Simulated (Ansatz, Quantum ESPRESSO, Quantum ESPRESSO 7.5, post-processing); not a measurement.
# Y2COF MXene, 1 layer: response to a perpendicular field

Aim: how Y2COF MXene, 1 layer screens a field along its normal, and what the field does to its bands.

Method: plane-wave DFT, PBE, GBRV ultrasoft pseudopotentials (geometry and cross-check by Ansatz 0.2.0 with PAW datasets; geometry under PBE), in Quantum ESPRESSO 7.5.

This is a report of a sequence of runs, with most program output left out.

## Step 1: The starting structure

The cell holds 5 atoms: 1 F, 2 Y, 1 C and 1 O. Its edges and angles: a = 3.478 Å, b = 3.478 Å, c = 22.084 Å, α = 90.0°, β = 90.0°, γ = 120.0°. It derives from Y2COF. Vacuum lies along c.

This run has no spin polarisation although its electron count is odd. A spin-polarised state was not tried and may lie lower.

## Step 2: Geometry from Ansatz

A relaxation in Ansatz fixes the structure of this slab for the runs on it.

input.yaml

```yaml
crystal:
  lattice:
    - [3.47776, 0.0, 0.0]
    - [-1.73888, 3.0118285083, 0.0]
    - [0.0, 0.0, 22.0837308316]
  atoms:
    - { symbol: F, position: [0.3333333333, 0.6666666667, 0.3848987322] }
    - { symbol: "Y", position: [0.6666666667, 0.3333333333, 0.4338117951] }
    - { symbol: C, position: [0.0, 0.0, 0.4959494588] }
    - { symbol: "Y", position: [0.3333333333, 0.6666666667, 0.5580871226] }
    - { symbol: O, position: [0.6666666667, 0.3333333333, 0.6151012678] }
kpoints:
  mp_grid: { grid: [12, 12, 1] }
hamiltonian:
  xc: pbe
scf:
  occupations: { method: fermi_dirac, width: 0.05 }
  convergence: { dr2_threshold: 1.0e-08 }
efield:
  axis: 3
  dipole_correction: true
  ramp_position: 0.97
  ramp_width: 0.04
relax:
  f_tol: 0.01
  cell: { fix: [c, alpha, beta] }
output:
  write_potential: true
  write_density: true
  volumetric_format: npy
```

The run is started by

```
> ansatz run input.yaml --threads 4 --pin off --max-ram 8192MiB --backend cpu --events-out ev --progress --plain --runs-dir out
```

The job ended after 33 s (4 threads of Arm Neoverse V2, shared host; peak memory 0.55 GiB).

The steps of the relaxation:

```csv
step,energy less that of the first step (eV),largest force component (eV/Å),pressure (GPa),volume (Å³)
1,0.0000,5.2326,2.20,231.31
2,-1.0967,2.6702,1.20,233.89
3,-1.3586,1.1591,1.65,235.65
4,-1.4270,0.5951,-0.26,240.39
5,-1.4468,0.0870,-0.05,240.86
6,-1.4482,0.0476,0.00,239.60
7,-1.4482,0.0712,0.03,239.81
8,-1.4483,0.0041,-0.01,240.10
9*,-1.4568,0.0046,0.05,240.10
10,-1.4566,0.0102,0.00,240.51
11,-1.4566,0.0005,0.00,240.52
12*,-1.4568,0.0005,0.00,240.52
```

Relaxation steps marked * repeat the geometry before them on a plane-wave basis chosen anew for their cell, so energy and pressure can jump there.

Forces are held to the 6 operations that the run works with; a distortion that breaks them can't arise in this run.

```csv
cell as run,before,after,change
a (Å),3.478,3.546,+2.0 %
b (Å),3.478,3.546,+2.0 %
```

The atoms that moved most (Å, along periodic axes as changes of fractional coordinates times the final cell, across vacuum about the mean position):

```csv
atom,dx,dy,dz,length
Y4,0.000,0.000,0.379,0.379
O5,0.000,0.000,-0.151,0.151
F1,0.000,0.000,-0.137,0.137
C3,0.000,0.000,-0.068,0.068
Y2,0.000,0.000,-0.023,0.023
```

Final coordinates:

```xyz
5
Lattice="3.5463 0.0000 0.0000 -1.7732 3.0712 0.0000 0.0000 0.0000 22.0837" Properties=species:S:1:pos:R:3
F     0.0000    2.0475    8.3625
Y     1.7732    1.0237    9.5571
C     0.0000    0.0000   10.8842
Y     0.0000    2.0475   12.7041
O     1.7732    1.0237   13.4330
```

This step gave:

```
free energy                     : -9329.0683 eV
energy at zero smearing         : -9329.0505 eV
smearing term TS                : 0.03560 eV
Fermi energy                    : -0.6289 eV
symmetry operations             : 6
work function of the upper face : 5.979 eV
work function of the lower face : 4.479 eV
dipole along the normal         : -0.09026 e·Å
```

## Step 3: SCF with pw.x: no field

The zero-field run is the reference. tefield and dipfield are on already, so that all runs share k-points and boundary.

Level of this step: plane-wave DFT, PBE, GBRV ultrasoft pseudopotentials (Quantum ESPRESSO 7.5).

f0.in

```
&control
  prefix = 'f0'
  outdir = './out'
  pseudo_dir = './pseudo'
  calculation = 'scf'
  tprnfor = .true.
  tefield = .true.
  dipfield = .true.
/
&system
  ibrav = 0
  nat = 5
  ntyp = 4
  ecutwfc = 40
  ecutrho = 200
  occupations = 'smearing'
  smearing = 'fd'
  degauss = 0.004
  edir = 3
  emaxpos = 0.97
  eopreg = 0.04
  eamp = 0.0
/
&electrons
  conv_thr = 1e-09
  mixing_beta = 0.4
  electron_maxstep = 120
  mixing_mode = 'plain'
/
ATOMIC_SPECIES
  F   18.9984  f_pbe_v1.4.uspp.F.UPF
  Y   88.9058  y_pbe_v1.4.uspp.F.UPF
  C   12.0110  c_pbe_v1.2.uspp.F.UPF
  O   15.9990  o_pbe_v1.2.uspp.F.UPF
CELL_PARAMETERS angstrom
  3.54630680050312 0.00000000000000 0.00000000000000
  -1.77315340025156 3.07119177884921 -0.00000000000000
  0.00000000000000 0.00000000000000 22.08373083160000
ATOMIC_POSITIONS crystal
  F   0.333333333333 0.666666666667 0.378674551785
  Y   0.666666666667 0.333333333333 0.432768353352
  C   -0.000000000000 -0.000000000000 0.492862234641
  Y   0.333333333333 0.666666666667 0.575268443728
  O   0.666666666667 0.333333333333 0.608274792994
K_POINTS automatic
  12 12 1 0 0 0
```

The run is started by

```
> OMP_NUM_THREADS=1 mpirun -n 4 pw.x -nk 4 -in f0.in > f0.out
```

Wall time 87 s (4 MPI ranks); peak memory 0.65 GiB.

This step gave:

- free energy: -3789.0459 eV
- energy at zero smearing: -3789.0251 eV
- Fermi energy: -0.5827 eV
- dipole along the normal: -0.08894 e·Å

The run needed 15 iterations to bring the estimated error under 1e-09 Ry; the largest force on any atom, held or free, is 0.01 eV/Å.

## Step 4: Potential by pp.x

plot_num = 11 writes the bare and Hartree potential. It leaves out exchange and correlation, which fade slowly, so it flattens close to the surface.

f0.pot.in

```
&inputpp
  prefix = 'f0'
  outdir = './out'
  filplot = 'f0.pot.dat'
  plot_num = 11
/
```

The run is started by

```
> OMP_NUM_THREADS=1 mpirun -n 4 pp.x -in f0.pot.in > f0.pot.out
```

Wall time 1 s (4 MPI ranks); peak memory 0.1 GiB; 3.8 s of CPU time.

Read from the output:

```
work function of the upper face                                       : 5.975 eV
slope of the potential above                                          : 1.25e-5 eV/Å
upper vacuum line continued to the top atoms, over the Fermi level    : 5.975 eV
work function of the lower face                                       : 4.498 eV
slope of the potential below                                          : -9.88e-6 eV/Å
lower vacuum line continued to the bottom atoms, over the Fermi level : 4.498 eV
```

The vacuum is flat to 0.1 meV/Å, so its level is well defined. Inside the slab the curve depends on the local part of the pseudopotentials; only the vacuum level has a meaning of its own.

## Step 5: Band structure: no field

A bands run reads the converged density and follows the path given under K_POINTS.

f0.bands.in, as its differences from the input of step 3:

```diff
@@ -1,7 +1,6 @@
 &control
-  prefix = 'f0'
+  prefix = 'f0.bands'
   outdir = './out'
   pseudo_dir = './pseudo'
-  calculation = 'scf'
-  tprnfor = .true.
+  calculation = 'bands'
   tefield = .true.
@@ -22,8 +21,9 @@
   eamp = 0.0
+  nbnd = 25
 /
 &electrons
-  conv_thr = 1e-09
+  conv_thr = 1e-07
   mixing_beta = 0.4
   electron_maxstep = 120
-  mixing_mode = 'plain'
+  mixing_mode = 'local-TF'
 /
@@ -44,3 +44,7 @@
   O   0.666666666667 0.333333333333 0.608274792994
-K_POINTS automatic
-  12 12 1 0 0 0
+K_POINTS crystal_b
+4
+  0.0000000000 0.0000000000 0.0000000000 14
+  0.5000000000 0.0000000000 0.0000000000 14
+  0.3333333333 0.3333333333 0.0000000000 14
+  0.0000000000 0.0000000000 0.0000000000 1
```

The run is started by

```
> cp -r out/f0.save out/f0.bands.save
> cp out/f0.xml out/f0.bands.xml
> OMP_NUM_THREADS=1 mpirun -n 4 pw.x -nk 4 -in f0.bands.in > f0.bands.out
```

Elapsed: 33 s, on 4 MPI ranks; peak memory 0.38 GiB.

Band numbers count within the set of bands kept for display. Electronic bands along the path, in eV, zero at the Fermi level; # counts the bands kept:

```csv
point,#6,#7,#8,#9,#10,#11,#12,#13
Γ,-2.67,-2.42,-0.82,0.37,0.37,3.04,3.97,3.97
halfway,-2.22,-2.02,-0.98,-0.27,0.14,3.01,4.00,4.43
M,-1.81,-1.61,-1.29,-0.54,0.04,2.67,4.95,5.33
halfway,-1.89,-1.66,-1.38,-0.54,-0.17,3.09,4.58,5.13
K,-2.02,-1.98,-1.37,-0.56,-0.35,3.61,4.36,4.68
halfway,-2.31,-1.90,-1.06,-0.26,-0.08,3.42,3.68,4.35
Γ,-2.67,-2.42,-0.82,0.37,0.37,3.04,3.97,3.97
```

## Step 6: SCF with pw.x: field 0.1 V/Å

eamp is the field in Hartree atomic units (1 a.u. = 51.42 V/Å). With dipfield on, it is the field in the vacuum beside an isolated sheet. The run starts from the density of the one before.

f1.in, as its differences from the input of step 3:

```diff
@@ -1,3 +1,3 @@
 &control
-  prefix = 'f0'
+  prefix = 'f1'
   outdir = './out'
@@ -21,3 +21,3 @@
   eopreg = 0.04
-  eamp = 0.0
+  eamp = 0.00194469
 /
@@ -28,2 +28,3 @@
   mixing_mode = 'plain'
+  startingpot = 'file'
 /
```

The run is started by

```
> cp -r out/f0.save out/f1.save
> OMP_NUM_THREADS=1 mpirun -n 4 pw.x -nk 4 -in f1.in > f1.out
```

Elapsed: 69 s, on 4 MPI ranks; peak memory 0.65 GiB; 4.6 min of CPU time.

Numbers from this step:

| Quantity | Value |
| --- | --- |
| free energy | -3789.0387 eV |
| energy at zero smearing | -3789.0177 eV |
| Fermi energy | -0.5629 eV |
| dipole along the normal | -0.05544 e·Å |

The dipole goes from -0.0889 to -0.0554 e Å, 0.3350 e Å per V/Å.

## Step 7: Electrostatic potential

f1.pot.in

```
&inputpp
  prefix = 'f1'
  outdir = './out'
  filplot = 'f1.pot.dat'
  plot_num = 11
/
```

The run is started by

```
> OMP_NUM_THREADS=1 mpirun -n 4 pp.x -in f1.pot.in > f1.pot.out
```

It took 1 s on 4 MPI ranks; peak memory 0.1 GiB; 3.7 s of CPU time.

Read from the output:

* slope of the potential above: 0.1000 eV/Å
* upper vacuum line continued to the top atoms, over the Fermi level: 5.931 eV
* slope of the potential below: 0.09999 eV/Å
* lower vacuum line continued to the bottom atoms, over the Fermi level: 4.503 eV

The slope in the vacuum is 0.100 eV/Å for an applied 0.10 V/Å, as it should be.

## Step 8: Self-consistent run: field 0.2 V/Å

f2.in, as its differences from the input of step 6:

```diff
@@ -1,3 +1,3 @@
 &control
-  prefix = 'f1'
+  prefix = 'f2'
   outdir = './out'
@@ -21,3 +21,3 @@
   eopreg = 0.04
-  eamp = 0.00194469
+  eamp = 0.00388938
 /
```

The run is started by

```
> cp -r out/f0.save out/f2.save
> OMP_NUM_THREADS=1 mpirun -n 4 pw.x -nk 4 -in f2.in > f2.out
```

The job ended after 81 s (4 MPI ranks; peak memory 0.67 GiB; 5.4 min of CPU time).

This step gave:

| Property | Result |
| --- | --- |
| free energy | -3789.0348 eV |
| energy at zero smearing | -3789.0137 eV |
| Fermi energy | -0.5437 eV |
| dipole along the normal | -0.02171 e·Å |

The dipole goes from -0.0889 to -0.0217 e Å, 0.3361 e Å per V/Å.

## Step 9: Electrostatic potential

f2.pot.in

```
&inputpp
  prefix = 'f2'
  outdir = './out'
  filplot = 'f2.pot.dat'
  plot_num = 11
/
```

The run is started by

```
> OMP_NUM_THREADS=1 mpirun -n 4 pp.x -in f2.pot.in > f2.pot.out
```

It took 1 s on 4 MPI ranks; peak memory 0.11 GiB; 3.7 s of CPU time.

This step gave:

```
slope of the potential above                                          : 0.2000 eV/Å
upper vacuum line continued to the top atoms, over the Fermi level    : 5.886 eV
slope of the potential below                                          : 0.2000 eV/Å
lower vacuum line continued to the bottom atoms, over the Fermi level : 4.511 eV
```

The slope in the vacuum is 0.200 eV/Å for an applied 0.20 V/Å, as it should be.

## Step 10: Band structure: field 0.2 V/Å

f2.bands.in, as its differences from the input of step 5:

```diff
@@ -1,3 +1,3 @@
 &control
-  prefix = 'f0.bands'
+  prefix = 'f2.bands'
   outdir = './out'
@@ -20,3 +20,3 @@
   eopreg = 0.04
-  eamp = 0.0
+  eamp = 0.00388938
   nbnd = 25
```

The run is started by

```
> cp -r out/f2.save out/f2.bands.save
> cp out/f2.xml out/f2.bands.xml
> OMP_NUM_THREADS=1 mpirun -n 4 pw.x -nk 4 -in f2.bands.in > f2.bands.out
```

Elapsed: 30 s, on 4 MPI ranks; peak memory 0.37 GiB.

Band numbers count within the set of bands kept for display. The electronic bands at the labelled points (eV, zero at the Fermi level; # counts the bands kept):

```csv
point,#6,#7,#8,#9,#10,#11,#12,#13
Γ,-2.61,-2.36,-0.81,0.36,0.36,2.75,3.51,3.95
halfway,-2.16,-1.95,-0.98,-0.27,0.14,2.96,3.80,4.28
M,-1.75,-1.58,-1.25,-0.54,0.03,2.65,4.88,5.33
halfway,-1.83,-1.61,-1.37,-0.53,-0.17,3.07,4.52,5.14
K,-1.95,-1.93,-1.35,-0.56,-0.33,3.58,4.32,4.66
halfway,-2.24,-1.84,-1.05,-0.26,-0.07,3.37,3.67,4.08
Γ,-2.61,-2.36,-0.81,0.36,0.36,2.75,3.51,3.95
```

Upper empty bands that drop with the field can be states of the vacuum, held by the sawtooth; they depend on the cell's width.

## Step 11: Ground state: field 0.4 V/Å

f3.in, as its differences from the input of step 8:

```diff
@@ -1,3 +1,3 @@
 &control
-  prefix = 'f2'
+  prefix = 'f3'
   outdir = './out'
@@ -21,3 +21,3 @@
   eopreg = 0.04
-  eamp = 0.00388938
+  eamp = 0.00777876
 /
```

The run is started by

```
> cp -r out/f0.save out/f3.save
> OMP_NUM_THREADS=1 mpirun -n 4 pw.x -nk 4 -in f3.in > f3.out
```

Run time: 95 s. Hardware: 4 MPI ranks; peak memory 0.85 GiB; 6.3 min of CPU time.

This step gave:

| Item | Value |
| --- | --- |
| free energy | -3789.0372 eV |
| energy at zero smearing | -3789.0156 eV |
| Fermi energy | -0.5076 eV |
| dipole along the normal | 0.04589 e·Å |

The dipole goes from -0.0889 to 0.0459 e Å, 0.3371 e Å per V/Å.

## Step 12: Potential by pp.x

f3.pot.in

```
&inputpp
  prefix = 'f3'
  outdir = './out'
  filplot = 'f3.pot.dat'
  plot_num = 11
/
```

The run is started by

```
> OMP_NUM_THREADS=1 mpirun -n 4 pp.x -in f3.pot.in > f3.pot.out
```

Elapsed: 1 s, on 4 MPI ranks; peak memory 0.11 GiB.

Read from the output:

| Item | Value |
| --- | --- |
| slope of the potential above | 0.4000 eV/Å |
| upper vacuum line continued to the top atoms, over the Fermi level | 5.798 eV |
| slope of the potential below | 0.4000 eV/Å |
| lower vacuum line continued to the bottom atoms, over the Fermi level | 4.531 eV |

The slope in the vacuum is 0.400 eV/Å for an applied 0.40 V/Å, as it should be.

Each curve counts from the Fermi level of its own run.

The runs together. The potential energy by z:

```csv
z (Å),potential at 0 V/Å (eV),potential at 0.1 V/Å (eV),potential at 0.2 V/Å (eV),potential at 0.4 V/Å (eV)
0,4.87,4.45,4.03,3.20
1,4.50,3.77,3.04,1.59
2,4.50,3.87,3.24,1.99
3,4.50,3.97,3.44,2.39
4,4.50,4.07,3.64,2.79
5,4.50,4.17,3.84,3.19
6,4.49,4.26,4.03,3.58
7,4.38,4.25,4.11,3.85
8,-0.542,-0.604,-0.663,-0.782
9,-9.75,-9.77,-9.79,-9.84
10,-12.0,-12.0,-12.0,-12.0
11,-4.13,-4.13,-4.13,-4.13
12,-3.77,-3.76,-3.75,-3.73
13,-17.4,-17.3,-17.3,-17.3
14,2.27,2.32,2.37,2.46
15,5.83,5.94,6.06,6.29
16,5.97,6.18,6.39,6.82
17,5.97,6.29,6.60,7.22
18,5.98,6.39,6.80,7.62
19,5.98,6.49,7.00,8.02
20,5.98,6.59,7.20,8.42
21,5.98,6.69,7.40,8.82
```

## Step 13: Band structure: field 0.4 V/Å

f3.bands.in, as its differences from the input of step 10:

```diff
@@ -1,3 +1,3 @@
 &control
-  prefix = 'f2.bands'
+  prefix = 'f3.bands'
   outdir = './out'
@@ -20,3 +20,3 @@
   eopreg = 0.04
-  eamp = 0.00388938
+  eamp = 0.00777876
   nbnd = 25
```

The run is started by

```
> cp -r out/f3.save out/f3.bands.save
> cp out/f3.xml out/f3.bands.xml
> OMP_NUM_THREADS=1 mpirun -n 4 pw.x -nk 4 -in f3.bands.in > f3.bands.out
```

It took 33 s on 4 MPI ranks; peak memory 0.38 GiB; 2.2 min of CPU time.

Band numbers count within the set of bands kept for display. Electronic bands along the path, in eV, zero at the Fermi level; # counts the bands kept:

```csv
point,#6,#7,#8,#9,#10,#11,#12,#13
Γ,-2.55,-2.31,-0.80,0.35,0.35,2.16,2.74,3.93
halfway,-2.10,-1.90,-0.98,-0.26,0.14,2.88,3.22,3.80
M,-1.69,-1.55,-1.21,-0.53,0.03,2.63,4.80,5.32
halfway,-1.77,-1.55,-1.35,-0.53,-0.16,3.04,4.47,5.13
K,-1.89,-1.88,-1.33,-0.56,-0.31,3.55,4.26,4.64
halfway,-2.18,-1.78,-1.04,-0.25,-0.07,3.29,3.54,3.66
Γ,-2.55,-2.31,-0.80,0.35,0.35,2.16,2.74,3.93
```

Upper empty bands that drop with the field can be states of the vacuum, held by the sawtooth; they depend on the cell's width.

## Step 14: Valence density

The density shows how far the electrons spill into the vacuum.

f0.rho.in

```
&inputpp
  prefix = 'f0'
  outdir = './out'
  filplot = 'f0.rho.dat'
  plot_num = 0
/
```

The run is started by

```
> OMP_NUM_THREADS=1 mpirun -n 4 pp.x -in f0.rho.in > f0.rho.out
```

The job ended after 1 s (4 MPI ranks; peak memory 0.11 GiB; 3.7 s of CPU time).

Read from the output:

```
electrons by integration : 39.00 e
```

The valence density, planar mean oscillates, so the rows of the table below give means over windows of 1 Å about each position, cut where the curve ends. Its maxima inside the range that stand out by 2 % of the span (Å: e/Å³): 8.4: 0.862, 9.8: 0.673, 13.2: 1.00. Its minima: 8.9: 0.524, 11.7: 0.210.

Mean over planes. The valence density, planar mean by z; means over each step:

```csv
z (Å),"valence density, planar mean (e/Å³)"
5,1.5e-5
6,3.9e-4
7,0.0146
8,0.460
9,0.629
10,0.567
11,0.339
12,0.385
13,0.859
14,0.314
15,0.0120
16,5.2e-4
17,2.5e-5
```

Valence density in the ca plane at fractional y = 0.333, with atoms of Y and O within 0.2 Å of it. It is the smooth field of the valence electrons, not physical close to the nuclei.

Ten steps, logarithmic in the rise over the least value, from '0' (0.0 e/Å³) to '9' (6.5 e/Å³), each cell a mean:
```
00000000000000001235654322222345421000000000
00000000000000001267886321123578642000000000
00000000000000001378577421123699852000000000
00000000000000001368787421123689752000000000
00000000000000001246775322123466531000000000
00000000000000011223443332223333210000000000
00000000000000012222223333233432100000000000
00000000000000012322223333334432100000000000
00000000000000012222233333223332210000000000
```
Columns run along c (16.0 Å, from fractional 0.10 to 0.83 of the cell), rows up along a (3.5 Å). Atoms in or near the plane, at fractional coordinates: Y at (0.43, 0.67), O at (0.61, 0.67).

The density integrates to 39.000 electrons, as the 39 of the input ask.

## Step 15: Valence density

f2.rho.in

```
&inputpp
  prefix = 'f2'
  outdir = './out'
  filplot = 'f2.rho.dat'
  plot_num = 0
/
```

The run is started by

```
> OMP_NUM_THREADS=1 mpirun -n 4 pp.x -in f2.rho.in > f2.rho.out
```

Wall time 1 s (4 MPI ranks); peak memory 0.11 GiB; 3.7 s of CPU time.

## Step 16: Charge moved by a field of 0.2 V/Å

This step gave:

| Property | Result |
| --- | --- |
| largest charge moved across a plane | 0.001067 e/Å² |
| dipole step | -1.117 eV |

The planar mean oscillates, so the rows of the table below give means over windows of 0.5 Å about each position, cut where the curve ends. Its maxima inside the range that stand out by 2 % of the span (Å: e/Å³): 7.71: 5.5e-4, 8.51: 4.4e-4, 9.55: 2.9e-4, 10.93: 1.1e-4, 12.54: 1.8e-4, 13.57: -2.8e-4. Its minima: 8.17: 1.8e-4, 8.97: 1.7e-4, 10.47: -4.1e-5, 11.62: -2.8e-4, 13.34: -3.6e-4, 14.15: -6.8e-4.

Planar mean against z; means over each step:

z (Å), planar mean (e/Å³) and a bar from the least value:
```
      2.5    0.00000 #################
      3.0    0.00000 #################
      3.5    0.00000 #################
      4.0    0.00000 #################
      4.5    0.00000 #################
      5.0    0.00000 #################
      5.5    0.00001 #################
      6.0    0.00003 ##################
      6.5    0.00008 ###################
      7.0    0.00022 #######################
      7.5    0.00046 ##############################
      8.0    0.00036 ###########################
      8.5    0.00035 ###########################
      9.0    0.00019 ######################
      9.5    0.00026 ########################
     10.0    0.00011 ####################
     10.5   -0.00001 #################
     11.0    0.00004 ##################
     11.5   -0.00022 ##########
     12.0   -0.00008 ###############
     12.5    0.00015 #####################
     13.0   -0.00010 ##############
     13.5   -0.00033 #######
     14.0   -0.00059 
     14.5   -0.00053 ##
     15.0   -0.00026 #########
     15.5   -0.00010 ##############
     16.0   -0.00004 ################
     16.5   -0.00001 ################
     17.0    0.00000 #################
     17.5    0.00000 #################
     18.0    0.00000 #################
     18.5    0.00000 #################
     19.0    0.00000 #################
```

Running integral, electrons below z against z:

```csv
z (Å),"running integral, electrons below z (e/Å²)"
3,4.1e-8
4,2.5e-7
5,1.7e-6
6,1.4e-5
7,1.2e-4
8,5.4e-4
9,8.2e-4
10,0.00103
11,0.00106
12,9.0e-4
13,9.9e-4
14,6.0e-4
15,1.1e-4
16,1.3e-5
17,1.1e-6
18,8.6e-8
```

## Step 17: Polarisability from the dipole between 0 and 0.1 V/A

Read from the output:

* change of slope in the vacuum: 0.10000 eV/Å
* polarisability a cell: 4.824 Å³
* sheet polarisability 4πα/A: 5.566 Å

Change of the potential energy, second field less first against z:

```csv
z (Å),"change of the potential energy, second field less first (eV)"
0,-0.419
1,-0.732
2,-0.632
3,-0.532
4,-0.432
5,-0.332
6,-0.233
7,-0.137
8,-0.0627
9,-0.0234
10,-0.00641
11,-1.9e-4
12,0.00953
13,0.0243
14,0.0481
15,0.117
16,0.212
17,0.311
18,0.411
19,0.511
20,0.611
21,0.711
```

## Step 18: Dipole against field

Dipole along the normal, dipole moment against applied field:

```csv
applied field (V/Å),"dipole along the normal, dipole moment (e·Å)"
0.000,-0.0889
0.100,-0.0554
0.200,-0.0217
0.400,0.0459
```

(Continued in part 2 of 2.)

[Logs are printed without paths, hosts, clocks, repeated set-up lines and the standing remarks that a program may print on its own settings, such as how far it seeks lower states.]

[Hosts, paths, dates, database ids (printed as entryN), source tags and the programs' standing remarks are cut or masked in the printed files.]

[Maps of the electrostatic potential energy from Ansatz leave out the sawtooth potential of an applied field or a dipole correction, so their vacuum need not be flat; planar profiles and work functions include it.]
